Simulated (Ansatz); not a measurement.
# A thicker film of SiC (10-10) from four thinner ones

In a field along its normal an insulating film takes a dipole p. Written as a length, p/(ε₀AE), it should grow by 1 − 1/ε for each ångström added.

**Method.** Ansatz 0.2.0, plane waves with PAW datasets (its set soft_2), PBE; wurtzite films relaxed at a bulk in-plane lattice constant near the measured one, then held in weak fields of both signs with a dipole correction (A is the cell's area, E the outer field).

| run | distance between the outer atoms (Å) | p/(ε₀AE) (Å) |
| --- | --- | --- |
| 3 units | 6.095 | 7.826 |
| 4 units | 8.776 | 10.121 |
| 5 units | 11.459 | 12.405 |
| 6 units | 14.141 | 14.697 |
| 8 units | 19.504 | ? |

**Question.** What value belongs in the row marked “?”, and how far can the other rows tell?

A least-squares line through the 4 rows shown has slope 0.8537 and intercept 2.6247; no row lies more than 0.004 Å off it. That slope means ε = 1/(1 − 0.8537) = 6.84. At 19.504 it gives 0.8537 × 19.504 + 2.6247 = 19.275 Å, beyond the rows fitted. Rounding and scatter of the rows alone allow about ±0.010 Å there.

The run itself gives 19.286 Å: a miss of +0.011 Å, or 0.1 % of the value. The length is met to within 1 %, though ε is more sensitive than the length: the two thickest films give ε = 6.93.

**Limits.** This is the electronic response alone. A unit is one step of the cut along the normal (a plane, a pair of planes or a cell), and the layers relax along it, away from their bulk spacing where the functional's lattice constant differs from the one held.
